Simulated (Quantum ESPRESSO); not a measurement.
# Dielectric function and optical constants of CuI (Marshite), part 3 of 3

Aim: the dielectric function of CuI (Marshite), and the optical constants that follow from it. The cell comes from an older database entry, whose edges can differ from later determinations, mostly by under a per cent.

Quantum ESPRESSO 7.5; DFT, PBE, plane waves with norm-conserving potentials (PseudoDojo), scalar-relativistic, independent-particle optical response without local fields and without the non-local commutator.

So far. Step 2 (Ground state): There is a gap, 1.09 eV on this mesh (points off the mesh can give less), so no carriers' term is needed.

The database entry behind the starting cell differs from later determinations by our own check (about 0.15 % long (mineral sample)), so it need not match the best structure at ambient conditions.

In doubt: a PseudoDojo file used here is known to give poor structures and forces, which bears on pressures, cells, forces and phonons.

## Step 5: Dielectric function

With the density converged, the vertical transitions are summed over the zone.

This step: DFT, PBE, plane waves with norm-conserving potentials (PseudoDojo), scalar-relativistic, independent-particle optical response without local fields and without the non-local commutator (Quantum ESPRESSO 7.5).

Input file epsilon.in:

```
&inputpp
  prefix = 'x'
  outdir = './tmp'
  calculation = 'eps'
/
&energy_grid
  smeartype = 'gauss'
  intersmear = 0.4
  wmin = 0.0
  wmax = 22
  nw = 500
/
```

Started as:

```sh
$ mpirun -n 4 epsilon.x -nk 4 -in epsilon.in
```

Log:

```text
[banner, memory and clock lines left out]

     Broadcasting variables...

     IMPORTANT: XC functional enforced from input :
     Exchange-correlation= PBE
                           (   1   4   3   4   0   0   0)
     Any further DFT definition will be discarded

     G-vector sticks info

     Fermi energy [eV] is:  6.85167
     The system is a dielectric...
     metallic system: redefining wmin =     0.000000

     Performing eps calculation...

     xx,yy,zz plasmon frequences [eV] are:    15.888140641   15.888140359   15.888140648
```

Wall time 2.7 s (4 MPI ranks of Arm Neoverse V2, shared host); peak memory 0.06 GiB; 10 s of CPU time.

This step gave:

```
electronic dielectric constant ε∞, mean over x, y and z (by symmetry where fewer were run) : 7.185
```

The Im ε, any direction has structure finer than the step of the table below, so its rows give means over 1 eV, whole bins alone (the curve runs from 0 to 22 eV). Peaks (eV: height): 4.6: 8.99, 6.8: 9.63.

Sum at mesh points, not converged in k; values under the direct gap are tails of Lorentzian lines. Im ε, any direction against photon energy; means over each step:

photon energy (eV), Im ε, any direction and a bar:
```
        1       0.42 
        2       1.37 ####
        3       3.31 ##########
        4       5.98 ####################
        5       7.22 ########################
        6       8.88 ##############################
        7       8.48 #############################
        8       4.17 #############
        9       3.53 ###########
       10       2.30 #######
       11       1.44 ####
       12       1.21 ###
       13       1.05 ###
       14       0.93 ##
       15       0.82 ##
       16       0.63 #
       17       0.56 #
       18       0.49 #
       19       0.40 
       20       0.37 
       21       0.33
```

Sum at mesh points, not converged in k. Table of reflectivity at normal incidence, any direction by photon energy; read off at these points:

photon energy (eV), reflectivity at normal incidence, any direction (%) and a bar from the least value:
```
     0.00       20.8 ##########
     0.50       21.1 ##########
     1.00       21.9 ###########
     1.50       22.9 ###########
     2.00       23.4 ############
     2.50       25.1 #############
     3.00       25.5 #############
     3.50       25.2 #############
     4.00       31.4 #################
     4.50       33.7 ###################
     4.59       34.1 ###################
     5.00       28.0 ###############
     5.50       30.1 ################
     6.00       36.5 ####################
     6.50       36.3 ####################
     7.00       43.0 #########################
     7.50       50.8 ##############################
     8.00       41.6 ########################
     8.50       37.9 #####################
     9.00       38.6 ######################
     9.50       42.2 ########################
     9.70       44.9 ##########################
    10.00       44.4 ##########################
    10.50       42.9 #########################
    11.00       41.6 ########################
    11.50       36.2 ####################
    12.00       30.3 ################
    12.50       31.3 #################
    13.00       27.4 ##############
    13.50       25.5 #############
    14.00       25.3 #############
    14.50       23.1 ############
    15.00       24.0 ############
    15.34       25.1 #############
    15.50       23.8 ############
    16.00       22.8 ###########
    16.50       19.0 #########
    17.00       16.0 #######
    17.50       16.0 #######
    18.00       16.2 #######
    18.50       14.6 ######
    19.00       12.9 #####
    19.50       10.6 ###
    20.00        8.5 ##
    20.50        9.0 ##
    21.00        8.6 ##
    21.50        7.4 #
    22.00        5.8
```

Sum at mesh points, not converged in k; values under the direct gap are tails of Lorentzian lines. The loss function −Im 1/ε at q → 0, any direction by energy loss; read off at these points:

```csv
energy loss (eV),"loss function −Im 1/ε at q → 0, any direction"
0.00,0
0.50,0.00204
1.00,0.00897
1.50,0.0124
2.00,0.0175
2.50,0.0259
3.00,0.0401
3.50,0.0472
4.00,0.0473
4.50,0.0729
5.00,0.104
5.50,0.0880
6.00,0.0931
6.50,0.115
7.00,0.112
7.50,0.123
8.00,0.214
8.50,0.216
9.00,0.244
9.50,0.234
10.00,0.282
10.50,0.339
11.00,0.427
11.50,0.579
12.00,0.650
12.50,0.772
13.00,0.828
13.50,0.919
14.00,0.984
14.50,1.16
15.00,1.08
15.50,1.39
16.00,1.56
16.50,1.74
16.89,1.88
17.00,1.85
17.50,1.72
18.00,2.00
18.43,2.24
18.50,2.21
19.00,2.05
19.50,1.95
20.00,1.65
20.50,1.70
21.00,1.68
21.50,1.48
22.00,1.21
```

From ε follow the optical constants at some laser and lamp lines:

```csv
wavelength (nm),n,k,R (%),1/α
1550,2.74,0.048,21.7,2.6 µm
800,2.84,0.165,23.0,386 nm
633,2.84,0.198,23.2,254 nm
450,3.00,0.535,26.3,67 nm
405,2.96,0.558,25.9,58 nm
308,3.24,0.991,31.7,25 nm
193,2.24,1.908,36.6,8.0 nm
```

Below the direct gap, k and the depth come from the tails of the Lorentzian lines, not from transitions.

Rows near the edge hang on the gap, which this functional as a rule makes too small, and phonon-assisted absorption is left out.

## Step 6: Summary of results

* electronic dielectric constant ε∞, mean over x, y and z (by symmetry where fewer were run) (independent particles): 7.18

What this shows: At this level (PBE, independent particles) CuI has ε∞ = 7.18 and n = 2.74 at 1550 nm. Excitons and phonon-assisted transitions are missing, and so are local fields; PBE gaps are as a rule too small, which pulls the onset down and ε∞ up. Spin-orbit coupling is left out although heavy atoms are present. epsilon.x leaves out the commutator of the non-local potential, so its intensities are off, as a rule too high. The sum runs over mesh points 0.18 Å⁻¹ apart with no interpolation, so peaks are partly noise of the mesh; over so small a direct gap single mesh points weigh heavily, so ε∞, n and their changes from run to run can be far off.

[Machine, clock, banner and «Message from routine» lines are left out of the logs.]

[Logs are printed without paths, hosts, clocks, repeated set-up lines and the standing remarks that a program may print on its own settings, such as how far it seeks lower states.]

[Hosts, paths, dates, database ids (printed as entryN), source tags and the programs' standing remarks are cut or masked in the printed files.]
